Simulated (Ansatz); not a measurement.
# How fast states decay through IF, part 3 of 3

A new crystal, IF: structure, gap and complex bands. It is built by putting I for Cl, F for Br in the BrCl structure of space group Cmc2_1, with the volume rescaled by atomic radii. The parent structure comes from the Materials Project.

Ansatz 0.2.0; PBEsol DFT, plane waves, PAW files (the session's first sound run).

So far, gap on path (eV): step 3 (the bulk crystal and its band edges, PBEsol) 0.543; step 6 (r2SCAN, cutoff 500 eV) 0.854.

The structure was built from a prototype and need not be the compound's stable phase.

### 7. Complex bands at another level, cutoff 500 eV

This step: r2SCAN DFT, plane waves, PAW files; complex bands by layer matching along the plane's normal (Ansatz 0.2.0).

The complex bands at that level, over its own gap, at (0, 0) and (-0.263, 0.263).

The input, input.yaml:

```yaml
crystal:
  lattice:
    - [4.900894607, 0.0, 0.0]
    - [0.676341759, 4.854001419, 0.0]
    - [0.0, 0.0, 4.208411672]
  atoms:
    - { symbol: F, position: [0.8600044597, 0.1399955403, 0.4393195731] }
    - { symbol: F, position: [0.1399955403, 0.8600044597, 0.9393195731] }
    - { symbol: I, position: [0.3368445013, 0.6631554987, 0.5606804269] }
    - { symbol: I, position: [0.6631554987, 0.3368445013, 0.0606804269] }
kpoints:
  mp_grid: { grid: [6, 6, 6] }
scf:
  occupations: { method: fixed }
hamiltonian:
  xc: r2scan
output:
  eigenvalues: true
  transmission:
    leads: [[0, 0]]
    kpoints: [[0.0, 0.0], [-0.263, 0.263]]
    e_range: [-1.0, 1.85]
    de: 0.07
```

The run is started by

```sh
> ansatz run input.yaml --threads 2 --pin off --max-ram 4096MiB --backend cpu --events-out ev --progress --plain --runs-dir out
```

Numbers of over 12 decimals in the logs are rounded to 6 here.

The log of the run:

```text
[...]
Crystal: 4 atoms, lattice volume = 100.114 Å³
Basis set: ecut = 500 eV, 2533 PW (Γ), exchange–correlation on 144×144×128 points (64 copies of the dense FFT grid, shifted against one another)
Bands: 29, of which v1, the nominal top of the filled ones, is band 24 counted from 1 (23 counted from 0)
Symmetry: 4 space group operations
[...]
k-points: 52 of 216 (time reversal used)
[...]
SCF iter   1: F=—  HF=-16672.953834 eV  |F-HF|=—  |Δ(HF+E_count)|=         —  Δρ=7.19e-3  dr2=5.61e-2  dr2_τ=7.27e-2  ethr=1.77e-3  ⟨swp⟩=5.1  Hψ=6176  notcnv=0  defer=156
[...]
SCF iter   7: F=-16672.989890 eV  HF=-16672.989890 eV  |F-HF|=5.14e-9  |Δ(HF+E_count)|=   8.13e-8  Δρ=8.68e-6  dr2=8.77e-8  dr2_τ=1.92e-9  ethr=2.08e-10  ⟨swp⟩=10.1  Hψ=8530  notcnv=0
SCF 1 converged in 7 iterations: F = -16672.989890 eV  dr2 = 8.77e-8
[...]
transmission: 6 of 12 steps passed
transmission: 12 of 12 steps passed
SCF converged after 7 iterations
Free energy (F): -16672.989890 eV
[...]
Internal energy: -16672.989890 eV  (E = F + TS)
E sigma→0 (E₀):  -16672.989890 eV
Fermi energy:    4.468621 eV
[...]
--- Band table (eV; the first three rows and the last of 52) ---
  k-point 0: bands = [... 20 lower, 2.6548, 2.7024, 2.7136, 4.0968, 6.2942, 7.6225, 10.7916, 12.0810, ... 1 higher]
  k-point 1: bands = [... 20 lower, 2.7927, 2.8678, 3.0871, 3.9990, 6.7352, 7.1894, 11.1278, 11.7784, ... 1 higher]
  k-point 2: bands = [... 20 lower, 3.0227, 3.1010, 3.6268, 3.7296, 6.6839, 7.2727, 11.2243, 11.7032, ... 1 higher]
  k-point 51: bands = [... 20 lower, 3.1354, 3.1354, 3.3123, 3.3123, 7.2147, 7.2147, 13.8935, 13.8935, ... 1 higher]
--- Transmission ---
  basis      : 243 plane waves across, 6 finite elements along
  points     : 2, as listed
[...]
crystal 0  : F2I2, at the sites [0, 0], period 4.2084 Å: whole cells are its period
[...]
channels       : 0.000000e0 a spin
[...]
slowest decay  : 0.1118 /Å at (-0.2630, 0.2630)
```

Elapsed: 25 s, on 2 threads of Intel Xeon Platinum 8488C (Sapphire Rapids), shared host; peak memory 0.87 GiB; 49 s of CPU time.

This step gave:

```
free energy                                               : -16672.9899 eV
gap on the k-mesh                                         : 0.8935 eV
level to which the leads are filled                       : 0.4468 eV from the Fermi level
decay constant at the filling level, zone centre          : 0.2732 Å⁻¹
decay constant at the filling level, slowest listed point : 0.1118 Å⁻¹
```

K parallel (0, 0); values up to 1.5 1/Å, a degenerate pair printed once or twice; energies at which all values exceed this have no row. Im kz of the slowest decaying states against energy, zero at the highest filled level on the SCF mesh:

```csv
energy (eV),decay 1 (Å⁻¹),decay 2 (Å⁻¹),decay 3 (Å⁻¹),decay 4 (Å⁻¹)
-1.00,0.492,0.871,1.20,1.41
-0.86,0.515,0.874,1.19,1.39
-0.79,0.0624,0.526,0.875,1.19
-0.65,0.141,0.545,0.876,1.17
-0.58,0.163,0.554,0.876,1.17
-0.44,0.196,0.570,0.875,1.15
-0.30,0.210,0.219,0.476,0.694
-0.23,0.229,0.293,0.457,0.727
-0.09,0.244,0.409,0.428,0.782
-0.02,0.250,0.417,0.455,0.806
0.12,0.260,0.396,0.534,0.851
0.26,0.267,0.378,0.600,0.861
0.33,0.270,0.370,0.631,0.859
0.47,0.273,0.353,0.687,0.854
0.54,0.274,0.344,0.713,0.851
0.68,0.275,0.327,0.762,0.845
0.82,0.273,0.309,0.808,0.839
0.89,0.272,0.299,0.830,0.836
1.03,0.267,0.279,0.829,0.873
1.10,0.264,0.268,0.825,0.893
1.24,0.244,0.256,0.818,0.933
1.38,0.216,0.246,0.810,0.972
1.45,0.200,0.239,0.806,0.991
1.59,0.161,0.224,0.798,1.03
1.66,0.136,0.215,0.794,1.04
1.80,0.0542,0.192,0.786,1.04
```

K parallel (-0.263, 0.263); values up to 1.5 1/Å, a degenerate pair printed once or twice; energies at which all values exceed this have no row. Table of Im kz of the slowest decaying states by energy, zero at the highest filled level on the SCF mesh:

```csv
energy (eV),decay 1 (Å⁻¹),decay 2 (Å⁻¹),decay 3 (Å⁻¹),decay 4 (Å⁻¹)
-1.00,0.126,0.164,0.698,1.13
-0.86,0.138,0.216,0.712,1.14
-0.79,0.142,0.237,0.719,1.15
-0.65,0.149,0.270,0.733,1.16
-0.58,0.151,0.285,0.739,1.16
-0.44,0.153,0.310,0.751,1.18
-0.30,0.153,0.331,0.763,1.18
-0.23,0.153,0.340,0.769,1.19
-0.09,0.150,0.356,0.780,1.20
-0.02,0.0614,0.147,0.364,0.786
0.12,0.141,0.209,0.377,0.797
0.26,0.132,0.285,0.388,0.808
0.33,0.126,0.316,0.393,0.813
0.47,0.112,0.368,0.401,0.824
0.54,0.103,0.391,0.405,0.829
0.68,0.0791,0.411,0.433,0.840
0.82,0.0362,0.416,0.470,0.850
0.89,0.418,0.488,0.856,1.24
1.03,0.420,0.521,0.867,1.25
1.10,0.421,0.538,0.872,1.24
1.24,0.421,0.569,0.884,1.23
1.38,0.420,0.600,0.896,1.21
1.45,0.419,0.615,0.902,1.19
1.59,0.415,0.647,0.915,1.15
1.66,0.412,0.663,0.922,1.13
1.80,0.405,0.699,0.937,1.08
```

K parallel (-0.263, 0.263). Re kz of states that move upwards, channel 1 against energy, zero at the highest filled level on the SCF mesh:

```csv
energy (eV),"Re kz of states that move upwards, channel 1 (Å⁻¹)"
-1.00,-0.614
-0.93,-0.583
-0.79,-0.521
-0.72,-0.490
-0.58,-0.428
-0.51,-0.396
-0.44,-0.362
-0.30,-0.288
-0.23,-0.245
-0.16,-0.195
-0.02,-
0.05,-
0.19,-
0.26,-
0.33,-
0.47,-
0.54,-
0.61,-
0.75,-
0.82,-
0.96,0.0654
1.03,0.0856
1.10,0.103
1.24,0.132
1.31,0.146
1.38,0.159
1.52,0.183
1.59,0.195
1.73,0.219
1.80,0.231
```

At the listed wavevectors the last open channel is at -0.09 eV and the next at +0.89 eV on the grid. At +0.47 eV, the grid energy nearest the filling level (the middle of the gap on the SCF mesh), the slowest state at the listed wavevectors decays with κ = 0.112 Å⁻¹, its amplitude falling by e over 8.9 Å; the first such run, plane (001), gave 0.0859 Å⁻¹ over as many of its listed wavevectors.

### 8. What came out

```yaml
band_gap: 0.543 eV
least_decay_constant_at_mid_gap_normal_to_001: 0.0859 Å⁻¹
least_decay_constant_on_a_mesh_normal_to_001: 0.0948 Å⁻¹
least_decay_constant_r2scan: 0.112 Å⁻¹
```

What this shows: With PBEsol, the slowest decay at the wavevectors tried is κ = 0.0859 Å⁻¹, normal to (001). Through such a film the transmission near mid-gap falls as exp(−2κd), a factor of ten every 13 Å. A free electron under a barrier of half the gap would need a mass of 0.10 mₑ to decay at this rate. The slowest decay isn't at the zone centre. With r2SCAN the gap goes from 0.543 to 0.854 eV and the decay constant, over the first 2 listed wavevectors, from 0.0859 to 0.112 Å⁻¹. The compound is made up by substitution; its stability against other phases and against distortions of the cell's symmetry was not tested. A semilocal functional narrows gaps, while spin-orbit coupling, left out here, narrows them in compounds of heavy elements, so the error in κ can go either way.

[Logs are printed without paths, hosts, clocks, repeated set-up lines and the standing remarks that a program may print on its own settings, such as how far it seeks lower states.]

[Hosts, paths, dates, database ids (printed as entryN), source tags and the programs' standing remarks are cut or masked in the printed files.]
